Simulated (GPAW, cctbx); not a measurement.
# Reading charge transfer from structure factors

TaBr3, Pm-3m (no. 221), a = 5.2007 Å, b = 5.2007 Å, c = 5.2007 Å, α = 90.00°, β = 90.00°, γ = 90.00°.

| atom | mult. | x | y | z |
| --- | --- | --- | --- | --- |
| Ta1 | 1 | 0 | 0 | 0 |
| Br1 | 3 | 0 | 0 | 1/2 |

The cell comes from substitution in a known structure type and wasn't matched to any measured phase.

Absolute values of the static structure factors of the conventional cell from DFT (PBE, GPAW) against free spherical atoms, in electrons:

```
hkl  d (Å)  free atoms  crystal
010  5.201      101.65   101.66
011  3.678       35.42    35.28
111  3.003       23.95    24.17
020  2.600      146.47   146.50
021  2.326       87.63    87.59
121  2.123       32.85    32.81
022  1.839      131.11   131.03
122  1.734       79.73    79.71
030  1.734       79.73    79.76
031  1.645       30.73    30.80
```

**Question.** Which way does charge move, and which reflections show it best?

Project each element's phase sum on the total phase. |F| rises if density moves to atoms that scatter in phase and falls if it moves to atoms that scatter against it; the rule is for low angles, since changes of shape take over beyond. Where all elements are in phase the terms compete, and the compactness of the donor's and the acceptor's density matters too.

| hkl | Ta in phase | Br in phase | change (e) | (%) |
| --- | --- | --- | --- | --- |
| 010 | +1.0 | +1.0 | +0.01 | 0.0 |
| 011 | +1.0 | -1.0 | -0.14 | -0.4 |
| 111 | -1.0 | +3.0 | +0.22 | +0.9 |
| 020 | +1.0 | +3.0 | +0.04 | 0.0 |
| 021 | +1.0 | +1.0 | -0.04 | 0.0 |
| 121 | +1.0 | -1.0 | -0.04 | -0.1 |
| 022 | +1.0 | +3.0 | -0.08 | -0.1 |
| 122 | +1.0 | +1.0 | -0.03 | 0.0 |

Low-angle reflections that set elements apart and change by more than 0.05 e: 011 and 111 (121 hardly moves and tells little). The signs fit a gain of density on Br and a loss on Ta. The best witness is 111, +0.9 %, where Br enters with +3.0. The real-space density agrees: Voronoi charges Ta +0.24, Br -0.08 e. The shortest bond, Ta–Br, has Δρ = +0.01 e/Å³ at its midpoint, low for a shared bond; with the charge transfer this is a polar contact.

[Outputs are excerpts: Python notices, other lines and further rows are left out; steps that failed or that the build refused (PBEsol, TPSS) are not shown.]

[Logs are printed without paths, hosts, clocks, repeated set-up lines and the standing remarks that a program may print on its own settings, such as how far it seeks lower states.]
